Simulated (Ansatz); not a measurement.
## Electron–phonon scattering in Pb(111) film of 4 layers

Wanted: the electron–phonon coupling λ, α²F(ω) and the phonon-limited resistivity of Pb(111) film of 4 layers, on meshes from cheap to dear.

Program: Ansatz 0.2.0. Level of theory: DFT PBE, scalar-relativistic, plane waves, PAW; PAW set soft_1. Results are calculated unless marked as measured.

## Step 1: Starting point

The cell holds 4 atoms: 4 Pb. Its edges and angles: a = 3.500 Å, b = 3.500 Å, c = 19.574 Å, α = 90.0°, β = 90.0°, γ = 120.0°. It derives from Pb. Vacuum lies along c.

Structure file:

```cif
data_structure
_symmetry_space_group_name_H-M 'P 1'
_symmetry_Int_Tables_number 1
_cell_length_a 3.5002
_cell_length_b 3.5002
_cell_length_c 19.5737
_cell_angle_alpha 90.000
_cell_angle_beta 90.000
_cell_angle_gamma 120.000
_cell_volume 207.67
loop_
_atom_site_label
_atom_site_type_symbol
_atom_site_fract_x
_atom_site_fract_y
_atom_site_fract_z
_atom_site_occupancy
Pb1 Pb 0.00000 0.00000 0.28099 1
Pb2 Pb 0.33333 0.66667 0.42700 1
Pb3 Pb 0.66667 0.33333 0.57300 1
Pb4 Pb 0.00000 0.00000 0.71901 1
```

## Step 2: Relaxing cell and atoms

Lattice constant and positions set the bands and the force constants, so the cell is relaxed first.

Input file input.yaml:

```yaml
crystal:
  lattice:
    - [3.50018, 0.0, 0.0]
    - [-1.75009, 3.03124, 0.0]
    - [0.0, 0.0, 19.57365]
  atoms:
    - { symbol: Pb, position: [0.0, 0.0, 0.28098998] }
    - { symbol: Pb, position: [0.33333333, 0.66666667, 0.42699666] }
    - { symbol: Pb, position: [0.66666667, 0.33333333, 0.57300334] }
    - { symbol: Pb, position: [0.0, 0.0, 0.71901002] }
  periodic: [true, true, false]
kpoints:
  mp_grid: { grid: [9, 9, 1] }
hamiltonian:
  xc: pbe
  pseudopotentials: { kind: paw, azcp: { folder: soft_1 } }
scf:
  occupations: { method: gaussian, width: 0.1 }
output:
  forces: true
  stress: true
  eigenvalues: true
  write_density: true
  write_potential: true
  elf: true
  volumetric_format: npy
relax:
  adjacent_minimum: "off"
  f_tol: 0.005
  max_steps: 80
  cell: { stress_2d_tol: 0.02 }
```

Started as:

```
$ ansatz run input.yaml --threads 4 --pin off --max-ram 20480MiB --backend cpu --events-out ev --progress --plain --runs-dir out
```

Numbers of over 12 decimals in the logs are rounded to 6 here.

What it wrote:

```text
Warning: crystal.periodic: the lattice vector that does not repeat stood 0.000° off the slab's normal, 19.574 Å along it as the deck builds it. The run solves the slab on a vector along the normal, 40.947 Å long, with every atom where it was (on the deck's vector they left 11.00 Å outside them, and the widest stretch free of ions among them is 2.86 Å). A fractional position that the run reports is one of the run's ce [...]
crystal.periodic: the lattice vector that does not repeat stood 0.000° off the slab's normal, 19.574 Å along it as the deck builds it. The run solves the slab on a vector along the normal, 40.947 Å long, with every atom where it was (on the deck's vector they left 11.00 Å outside them, and the widest stretch free of ions among them is 2.86 Å). A fractional position that the run reports is one of the run's cell, which [...]
Engine: ansatz 0.2.0, aarch64-unknown-linux-gnu
Pseudopotentials: kind: paw
Pseudopotential: Pb, paw, valence charge 14, recommended cutoff 420 eV (normal), soft_1/Pb.paw.azcp
Functional definition: PBE
  parameter kappa = 0.804
  parameter beta = 0.066725
  exchange = pbe_x(kappa = kappa, mu = beta*pi^2/3)
  correlation = pbe_c(beta = beta)
Crystal: 4 atoms, lattice volume = 434.446 Å³
Basis set: ecut = 420 eV, 8459 PW (Γ), exchange–correlation on 48×48×576 points (8 copies of the dense FFT grid, shifted against one another)
Bands: 34, of which v1, the nominal top of the filled ones, is band 28 counted from 1 (27 counted from 0)
Symmetry: 12 space group operations
Space group: P-3m1 (ITA 164), of the structure as read, at distance tolerance 7.6e-5 Å
k-points: 12 of 81
Non-local potential: Pb, projectors of the file, l = 0: 2, l = 1: 2, l = 2: 2, l = 3: 1
PAW form: soft (Blöchl's): semilocal exchange-correlation on the pseudo side does not see the compensation charge
PAW one-centre angular grid: Pb, 590 points (default); XC on 64 Gauss nodes
Initial density: superposition of atomic densities (neutral atoms: chi_scale 0, normalization atom)
Initial wavefunctions: pseudopotential atomic-orbital guess
Functional: x = pbe(κ = 0.804, μ = 0.219515), c = pbe(β = 0.066725)
iter 1 solved again at ethr=1.37e-3 eV; its pass at ethr=3.10e-3 eV (dr2=7.68e-1 eV) is discarded
SCF iter   1: F=—  HF=-47635.101239 eV  |F-HF|=—  |Δ(HF+E_count)|=         —  Δρ=4.80e-3  dr2=7.94e-1  ethr=1.37e-3  ⟨swp⟩=1.1  Hψ=3216  notcnv=0
preconditioner: auto → LDOS  [insulator: Δε(μ)=0.176 eV  Ē_g=15.764 eV  σ=0.100 eV  W_gap=0.79  n_scr=24 (ndim 8)  ℏωp=13.3 eV  f_vac=0.675  D(μ)=1.55/eV (n_scr^D=10)  ε∞_Penn≈1.7  β→1.0]
SCF iter   2: F=—  HF=-47635.038726 eV  |F-HF|=—  |Δ(HF+E_count)|=   6.25e-2  Δρ=3.81e-3  dr2=6.05e-1  ethr=1.37e-3  ⟨swp⟩=5.1  Hψ=1073  notcnv=0  defer=8
SCF iter   3: F=—  HF=-47634.990447 eV  |F-HF|=—  |Δ(HF+E_count)|=   4.83e-2  Δρ=1.14e-3  dr2=1.55e-2  ethr=1.08e-3  ⟨swp⟩=3.5  Hψ=757  notcnv=0  defer=17
SCF iter   4: F=—  HF=-47634.988627 eV  |F-HF|=—  |Δ(HF+E_count)|=   1.82e-3  Δρ=5.25e-4  dr2=2.77e-3  ethr=2.76e-5  ⟨swp⟩=3.2  Hψ=1020  notcnv=0  defer=18
SCF iter   5: F=—  HF=-47634.988206 eV  |F-HF|=—  |Δ(HF+E_count)|=   4.22e-4  Δρ=1.31e-4  dr2=1.66e-4  ethr=4.94e-6  ⟨swp⟩=2.8  Hψ=835  notcnv=0  defer=18
SCF iter   6: F=—  HF=-47634.988202 eV  |F-HF|=—  |Δ(HF+E_count)|=   4.29e-6  Δρ=3.92e-5  dr2=1.76e-5  ethr=2.96e-7  ⟨swp⟩=3.4  Hψ=974  notcnv=0  defer=18
SCF iter   7: F=—  HF=-47634.988294 eV  |F-HF|=—  |Δ(HF+E_count)|=   9.22e-5  Δρ=1.05e-5  dr2=4.08e-7  ethr=3.14e-8  ⟨swp⟩=3.2  Hψ=850  notcnv=0  defer=18
iter 8 did not close the SCF: its close was put off until two iterations running show no level that it waits for move by more than its bar (scf_convergence_deferred on its scf_iter line)
SCF iter   8: F=-47634.988294 eV  HF=-47634.988294 eV  |F-HF|=1.02e-9  |Δ(HF+E_count)|=   5.28e-7  Δρ=3.47e-6  dr2=5.13e-8  ethr=1.79e-10  ⟨swp⟩=25.4  Hψ=5215  notcnv=0
iter 9 did not close the SCF: its close was put off until two iterations running show no level that it waits for move by more than its bar (scf_convergence_deferred on its scf_iter line)
SCF iter   9: F=-47634.988294 eV  HF=-47634.988294 eV  |F-HF|=7.71e-9  |Δ(HF+E_count)|=   1.27e-8  Δρ=9.35e-7  dr2=3.07e-9  ethr=9.16e-11  ⟨swp⟩=11.8  Hψ=3668  notcnv=0
SCF iter  10: F=-47634.988294 eV  HF=-47634.988294 eV  |F-HF|=1.22e-9  |Δ(HF+E_count)|=   7.25e-9  Δρ=1.57e-7  dr2=3.43e-10  ethr=5.48e-12  ⟨swp⟩=10.1  Hψ=3397  notcnv=0
SCF 1 converged in 10 iterations: F = -47634.988294 eV  dr2 = 3.43e-10
  greatest PAW one-centre occupation: 0.978 electrons in one spin orbital (limit 2), on the Pb atom at site 3 (counted from 0), in its partial waves of l = 2
relax step   1: F+E_penalty+E_count = -47634.98829425 eV  Δ(F+E_penalty+E_count) = +0.000e0 eV  max|allowed force component| = 3.084e-1 eV/Å  Δτ_max = 0.0000 Å  P = +0.577 N/m  Ω = 434.446 Å³  fix = [c, alpha, beta]  reactions: c +0.000 N/m  (10 SCF iters, dr2 threshold 1.00e-7 eV, accepted)
Crystal: 4 atoms, lattice volume = 437.255 Å³
Basis set: ecut = 420 eV, 8531 PW (Γ), exchange–correlation on 48×48×576 points (8 copies of the dense FFT grid, shifted against one another)
Initial density: handed on by an earlier stage of this run
Initial wavefunctions: those handed on with the density
iter 1 solved again at ethr=2.47e-5 eV; its pass at ethr=3.10e-3 eV (dr2=1.38e-2 eV) is discarded
SCF iter   1: F=—  HF=-47635.016609 eV  |F-HF|=—  |Δ(HF+E_count)|=         —  Δρ=8.03e-4  dr2=1.44e-2  ethr=2.47e-5  ⟨swp⟩=4.0  Hψ=2977  notcnv=0
preconditioner: auto → LDOS  [insulator: Δε(μ)=0.142 eV  Ē_g=15.823 eV  σ=0.100 eV  W_gap=0.68  n_scr=24 (ndim 8)  ℏωp=13.3 eV  f_vac=0.680  D(μ)=2.09/eV (n_scr^D=12)  ε∞_Penn≈1.7  β→1.0]
SCF iter   2: F=—  HF=-47635.015896 eV  |F-HF|=—  |Δ(HF+E_count)|=   7.13e-4  Δρ=2.84e-4  dr2=6.95e-3  ethr=2.47e-5  ⟨swp⟩=2.1  Hψ=535  notcnv=0
SCF iter   3: F=—  HF=-47635.015423 eV  |F-HF|=—  |Δ(HF+E_count)|=   4.73e-4  Δρ=1.14e-4  dr2=3.86e-4  ethr=1.24e-5  ⟨swp⟩=2.8  Hψ=690  notcnv=0
SCF iter   4: F=—  HF=-47635.015503 eV  |F-HF|=—  |Δ(HF+E_count)|=   7.96e-5  Δρ=2.94e-5  dr2=3.44e-6  ethr=6.89e-7  ⟨swp⟩=2.9  Hψ=632  notcnv=0
SCF iter   5: F=—  HF=-47635.015508 eV  |F-HF|=—  |Δ(HF+E_count)|=   5.09e-6  Δρ=9.06e-6  dr2=4.23e-7  ethr=7.14e-10  ⟨swp⟩=24.0  Hψ=5562  notcnv=0
iter 6 did not close the SCF: its close was put off until two iterations running show no level that it waits for move by more than its bar (scf_convergence_deferred on its scf_iter line)
SCF iter   6: F=-47635.015508 eV  HF=-47635.015508 eV  |F-HF|=2.70e-8  |Δ(HF+E_count)|=   1.89e-7  Δρ=3.60e-6  dr2=8.19e-8  ethr=7.14e-10  ⟨swp⟩=15.8  Hψ=4045  notcnv=0
[...]
Crystal: 4 atoms, lattice volume = 437.896 Å³
iter 1 solved again at ethr=6.27e-7 eV; its pass at ethr=3.10e-3 eV (dr2=3.51e-4 eV) is discarded
SCF iter   1: F=—  HF=-47635.016739 eV  |F-HF|=—  |Δ(HF+E_count)|=         —  Δρ=2.17e-4  dr2=3.75e-4  ethr=6.27e-7  ⟨swp⟩=4.5  Hψ=3003  notcnv=0
preconditioner: auto → LDOS  [insulator: Δε(μ)=0.150 eV  Ē_g=15.833 eV  σ=0.100 eV  W_gap=0.71  n_scr=24 (ndim 8)  ℏωp=13.3 eV  f_vac=0.681  D(μ)=2.01/eV (n_scr^D=10)  ε∞_Penn≈1.7  β→1.0]
SCF iter   2: F=—  HF=-47635.016723 eV  |F-HF|=—  |Δ(HF+E_count)|=   1.56e-5  Δρ=6.84e-5  dr2=2.70e-4  ethr=6.27e-7  ⟨swp⟩=2.9  Hψ=686  notcnv=0
SCF iter   3: F=—  HF=-47635.016805 eV  |F-HF|=—  |Δ(HF+E_count)|=   8.21e-5  Δρ=3.17e-5  dr2=2.84e-5  ethr=4.83e-7  ⟨swp⟩=3.0  Hψ=654  notcnv=0
SCF iter   4: F=—  HF=-47635.016804 eV  |F-HF|=—  |Δ(HF+E_count)|=   1.42e-6  Δρ=1.14e-5  dr2=8.60e-7  ethr=5.07e-8  ⟨swp⟩=2.9  Hψ=726  notcnv=0
iter 5 did not close the SCF: its close was put off until two iterations running show no level that it waits for move by more than its bar (scf_convergence_deferred on its scf_iter line)
SCF iter   5: F=-47635.016804 eV  HF=-47635.016804 eV  |F-HF|=1.88e-8  |Δ(HF+E_count)|=   1.32e-7  Δρ=2.82e-6  dr2=5.45e-8  ethr=5.50e-10  ⟨swp⟩=21.8  Hψ=4842  notcnv=0
iter 6 did not close the SCF: its close was put off until two iterations running show no level that it waits for move by more than its bar (scf_convergence_deferred on its scf_iter line)
SCF iter   6: F=-47635.016804 eV  HF=-47635.016804 eV  |F-HF|=2.97e-9  |Δ(HF+E_count)|=   3.57e-8  Δρ=6.89e-7  dr2=3.46e-9  ethr=9.74e-11  ⟨swp⟩=10.8  Hψ=3469  notcnv=0
SCF iter   7: F=-47635.016804 eV  HF=-47635.016804 eV  |F-HF|=9.02e-10  |Δ(HF+E_count)|=   3.37e-9  Δρ=2.04e-7  dr2=3.10e-10  ethr=6.18e-12  ⟨swp⟩=9.7  Hψ=3252  notcnv=0
SCF 3 converged in 7 iterations: F = -47635.016804 eV  dr2 = 3.10e-10
relax step   3: F+E_penalty+E_count = -47635.01680389 eV  Δ(F+E_penalty+E_count) = -1.296e-3 eV  max|allowed force component| = 2.251e-2 eV/Å  Δτ_max = 0.0196 Å  P = +0.077 N/m  Ω = 437.896 Å³  energy of the carried Pulay correction = -1.840e-4 eV  fix = [c, alpha, beta]  reactions: c +0.000 N/m  (7 SCF iters, dr2 threshold 3.08e-7 eV, accepted)
[...]
relax step   4: F+E_penalty+E_count = -47635.01704367 eV  Δ(F+E_penalty+E_count) = -2.398e-4 eV  max|allowed force component| = 1.884e-3 eV/Å  Δτ_max = 0.0114 Å  P = -0.001 N/m  Ω = 437.991 Å³  energy of the carried Pulay correction = -1.890e-4 eV  fix = [c, alpha, beta]  reactions: c -0.000 N/m  (5 SCF iters, dr2 threshold 3.17e-8 eV, accepted)
Initial wavefunctions: pseudopotential atomic-orbital guess (no wavefunctions were taken with the density)
iter 1 solved again at ethr=3.88e-7 eV; its pass at ethr=3.10e-3 eV (dr2=2.17e-4 eV) is discarded
SCF iter   1: F=—  HF=-47635.017049 eV  |F-HF|=—  |Δ(HF+E_count)|=         —  Δρ=1.27e-5  dr2=8.94e-8  ethr=3.88e-7  ⟨swp⟩=5.7  Hψ=4313  notcnv=0
eigensolver tolerance schedule: the retry pair's looser diagonalisation over-reported the residual by 2427.80 of it (diagonalisation noise at 0.44 of the residual, at the tolerance the schedule requests for it); recorded, not acted on — ethr = c·dr2/N_el stays at c = 1.0e-1
preconditioner: auto → LDOS  [insulator: Δε(μ)=0.148 eV  Ē_g=15.825 eV  σ=0.100 eV  W_gap=0.70  n_scr=24 (ndim 8)  ℏωp=13.3 eV  f_vac=0.681  D(μ)=2.02/eV (n_scr^D=10)  ε∞_Penn≈1.7  β→1.0]
SCF iter   2: F=—  HF=-47635.017245 eV  |F-HF|=—  |Δ(HF+E_count)|=   1.96e-4  Δρ=3.92e-6  dr2=7.04e-8  ethr=1.60e-10  ⟨swp⟩=5.2  Hψ=1367  notcnv=0
SCF iter   3: F=—  HF=-47635.017243 eV  |F-HF|=—  |Δ(HF+E_count)|=   2.24e-6  Δρ=8.95e-7  dr2=3.37e-9  ethr=1.26e-10  ⟨swp⟩=2.1  Hψ=744  notcnv=0
SCF iter   4: F=—  HF=-47635.017245 eV  |F-HF|=—  |Δ(HF+E_count)|=   1.99e-6  Δρ=2.71e-7  dr2=1.03e-9  ethr=6.02e-12  ⟨swp⟩=4.1  Hψ=1049  notcnv=0
SCF iter   5: F=—  HF=-47635.017245 eV  |F-HF|=—  |Δ(HF+E_count)|=   1.85e-7  Δρ=7.40e-8  dr2=4.34e-11  ethr=1.84e-12  ⟨swp⟩=3.1  Hψ=780  notcnv=0
SCF iter   6: F=—  HF=-47635.017245 eV  |F-HF|=—  |Δ(HF+E_count)|=   3.72e-8  Δρ=1.76e-8  dr2=3.22e-12  ethr=1.00e-12  ⟨swp⟩=1.9  Hψ=423  notcnv=0
SCF iter   7: F=-47635.017245 eV  HF=-47635.017245 eV  |F-HF|=2.40e-10  |Δ(HF+E_count)|=   3.88e-9  Δρ=7.78e-9  dr2=5.67e-13  ethr=1.00e-12  ⟨swp⟩=15.1  Hψ=3158  notcnv=0
SCF 5 converged in 7 iterations: F = -47635.017245 eV  dr2 = 5.67e-13
relax step   5: F+E_penalty+E_count = -47635.01724514 eV  Δ(F+E_penalty+E_count) = -2.015e-4 eV  max|allowed force component| = 1.895e-3 eV/Å  Δτ_max = 0.0000 Å  P = -0.001 N/m  Ω = 437.991 Å³  fix = [c, alpha, beta]  reactions: c -0.000 N/m  stress off target by 1.10e-3 N/m on what of the cell is left free  SCF on the basis re-selected at this cell (its energy is not comparable with the rows above)  (7 SCF iters)
basis re-selected at this cell: Δ(F+E_penalty+E_count) = -2.015e-4 eV, ΔP = +0.000 N/m vs the last step (what re-selecting the basis moved, of the pressure what is left beyond the Pulay correction that the steps carried, after the strain that the cell walked since its last selection, with what the two solves' SCF thresholds leave and, on support functions, any second-order correction that the steps lacked; it is no m [...]
SCF converged after 7 iterations
Free energy (F): -47635.017245 eV
Harris-Foulkes:  -47635.017245 eV  (|F-HF|=2.40e-10)
Internal energy: -47635.007134 eV  (E = F + TS)
E sigma→0 (E₀):  -47635.012190 eV
Entropy (-TS):   -0.010111 eV (-2.528 meV/atom)
Fermi energy:    -3.853669 eV
--- Per-component energies (eV) ---
  E_band       = -970.061968
  E_kinetic    = 1170.725832
  E_local      = -175800.896366  (includes V_loc(G=0)·N_el)
  E_nonlocal   = 1220.658403
  E_hartree    = 87034.174596
  E_xc         = -821.785784
  E_vxc        = -550.003941  (∫ρ·V_xc dr)
  E_paw        = -41572.826146  (= ΣΔE_a)
  E_vpaw       = -1078.895009  (= ΣTr[D̂ρ^β])
  E_aug_tail   = -0.000033  (compensation charges beyond the density's cutoff)
  E_ewald      = 81134.942362
  E_smearing   = -0.010111  (= −TS)
  E_closure    = -0.000000  (closes the sum)
  Σ components = -47635.017245   (vs F -47635.017245, Δ=0.00e0)
--- Forces (eV/Å), atoms counted from 1 ---
  atom   1  Pb     0.00000000    -0.00000000    -0.00028424
  atom   2  Pb     0.00000000     0.00000000    -0.00189468
  atom   3  Pb     0.00000000    -0.00000000     0.00189468
  atom   4  Pb     0.00000000     0.00000000     0.00028424
  max |Σ_I F_I| component: 0.00e0 eV/Å
--- 2D stress c σ (N/m, compression-positive) ---
       -0.001104       0.000000      -0.000000
       -0.000000      -0.001104      -0.000000
       -0.000000      -0.000000      -0.000000
  P = ½ c Tr σ = -0.0011 N/m
--- Band table (eV; the first three rows and the last of 12) ---
  k-point 0: bands = [... 24 lower, -7.1337, -5.3408, -2.7293, -0.8739 (-0.8749°), -0.1298 (-0.1663°), 0.3944, 0.9667, 1.4439, ... 2 higher]
  k-point 1: bands = [... 24 lower, -6.9040, -5.1463, -2.6170, -0.7490 (-0.7497°), -0.0889 (-0.0949°), 0.0534 (0.0340°), 0.3276, 0.6439, ... 2 higher]
  k-point 2: bands = [... 24 lower, -6.2492, -4.6620, -3.2807, -2.7016, -1.8910, -1.3634, -0.7740 (-0.7740°), 0.0390 (0.0377°), ... 2 higher]
  k-point 11: bands = [... 24 lower, -6.0530, -6.0530, -5.7984, -5.2248, -5.2248, -4.7736, -4.0241, -4.0241, ... 2 higher]
  ° read free of the cell's end (the report's vacuum.weakly_bound_levels)
--- Relaxed structure (4 steps of the walk, 4 accepted, 1 SCFs on fresh bases) ---
  F+E_penalty+E_count = -47635.01724514 eV   max|allowed force component| = 1.895e-3 eV/Å   (the final SCF, on the basis selected at the relaxed cell)
  cell:  # Å, volume = 437.9907 Å³
    - [3.514427, 0, 0]
    - [-1.757213, 3.043583, 0]
    - [0, 0, 40.947302]
  atoms:
    - { symbol: Pb, position: [0, 0, 0.133949] }
    - { symbol: Pb, position: [0.333333, 0.666667, 0.201775] }
    - { symbol: Pb, position: [0.666667, 0.333333, 0.276246] }
    - { symbol: Pb, position: [0, 0, 0.344071] }
```

Wall time 22 s (4 threads of Arm Neoverse V1, shared host); peak memory 0.81 GiB.

Relaxation path:

```tsv
step	energy less that of the first step (eV)	largest force component (eV/Å)	volume (Å³)
1	0.0000	0.3084	434.45
2	-0.0272	0.0702	437.26
3	-0.0285	0.0225	437.90
4	-0.0287	0.0019	437.99
5*	-0.0290	0.0019	437.99
```

Relaxation steps marked * repeat the geometry before them on a plane-wave basis chosen anew for their cell, so energy and pressure can jump there.

Forces are held to the 12 operations that the run works with; a distortion that breaks them can't arise in this run.

```tsv
cell as run	before	after	change
a (Å)	3.500	3.514	+0.4 %
b (Å)	3.500	3.514	+0.4 %
```

The atoms that moved most (Å, along periodic axes as changes of fractional coordinates times the final cell, across vacuum about the mean position):

```tsv
atom	dx	dy	dz	length
Pb3	0.000	0.000	0.096	0.096
Pb2	0.000	0.000	-0.096	0.096
Pb1	0.000	0.000	-0.015	0.015
Pb4	0.000	0.000	0.015	0.015
```

The relaxed structure:

```cif
data_structure
_symmetry_space_group_name_H-M 'P 1'
_symmetry_Int_Tables_number 1
_cell_length_a 3.5144
_cell_length_b 3.5144
_cell_length_c 40.9473
_cell_angle_alpha 90.000
_cell_angle_beta 90.000
_cell_angle_gamma 120.000
_cell_volume 437.99
loop_
_atom_site_label
_atom_site_type_symbol
_atom_site_fract_x
_atom_site_fract_y
_atom_site_fract_z
_atom_site_occupancy
Pb1 Pb 0.00000 0.00000 0.13395 1
Pb2 Pb 0.33333 0.66667 0.20177 1
Pb3 Pb 0.66667 0.33333 0.27625 1
Pb4 Pb 0.00000 0.00000 0.34407 1
```

Numbers from this step:

```
metallic on mesh  : yes
gap on the k-mesh : 0 eV
```

Electrostatic potential energy in the ca plane at fractional y = 0.000, with atoms of Pb within 0.2 Å of it. With pseudopotentials it is smooth inside the atoms' cores, unlike the true potential.

Ten even steps from '0' (-46 eV) to '9' (0 eV), each cell a mean:
```
99985000038999999999999999982000058999999999
99997300268999999999999999986200379999999999
99998766789998888999988889998766899999999999
99999999999987668999886678999999999999999999
99999999999987567899876678999999999999999999
99999888899988778999987788999888899999999999
99998633579998889999998889997523689999999999
99986100048999999999999999984000168999999999
99984011027999999999999999972011048999999999
```
Columns run along c (16.0 Å, from fractional 0.08 to 0.47 of the cell; values clipped at the 3rd and 97th percentile), rows up along a (3.5 Å). Atoms in or near the plane, at fractional coordinates: Pb at (0.13, 0.00), Pb at (0.34, 0.00).

Valence density in the ca plane at fractional y = 0.000, with atoms of Pb within 0.2 Å of it. It is the smooth field of the valence electrons, not physical close to the nuclei.

Ten steps, logarithmic in the rise over the least value, from '0' (0.0 e/Å³) to '9' (7.3 e/Å³), each cell a mean:
```
00125799863211111100111111236899752100000000
00123677642222221111112222224677632000000000
00012344322223332111223332222344321000000000
00001222211223443211234432211222210000000000
00001122111234443211234442211122110000000000
00011233221223433211233432212233211000000000
00013466532222222111122222223565421000000000
00124788753212211111111211235788742100000000
00135899863211111100111111236899852100000000
```
Columns run along c (16.0 Å, from fractional 0.08 to 0.47 of the cell), rows up along a (3.5 Å). Atoms in or near the plane, at fractional coordinates: Pb at (0.13, 0.00), Pb at (0.34, 0.00).

ELF in the ca plane at fractional y = 0.000, with atoms of Pb within 0.2 Å of it. It is the smooth field of the valence electrons, not physical close to the nuclei.

Values, 5 rows by 16 columns, each cell a mean:
```
0.25 0.45 0.21 0.35 0.27 0.23 0.13 0.15 0.24 0.28 0.33 0.25 0.44 0.18 0.02 0.00
0.13 0.34 0.37 0.28 0.28 0.35 0.23 0.27 0.35 0.26 0.30 0.37 0.31 0.09 0.01 0.00
0.07 0.21 0.26 0.21 0.30 0.40 0.27 0.31 0.40 0.27 0.22 0.26 0.18 0.05 0.01 0.00
0.16 0.39 0.39 0.31 0.28 0.32 0.20 0.24 0.32 0.27 0.33 0.39 0.36 0.11 0.01 0.00
0.27 0.45 0.11 0.34 0.28 0.20 0.11 0.13 0.22 0.29 0.30 0.17 0.45 0.20 0.02 0.00
```
Columns run along c (16.0 Å, from fractional 0.08 to 0.47 of the cell), rows up along a (3.5 Å). Atoms in or near the plane, at fractional coordinates: Pb at (0.13, 0.00), Pb at (0.34, 0.00).

The relaxation ends with a largest force component of 0.0019 eV/Å.

[end of part 1 of 3]

[Logs are printed without paths, hosts, clocks, repeated set-up lines and the standing remarks that a program may print on its own settings, such as how far it seeks lower states.]

[Hosts, paths, dates, database ids (printed as entryN), source tags and the programs' standing remarks are cut or masked in the printed files.]
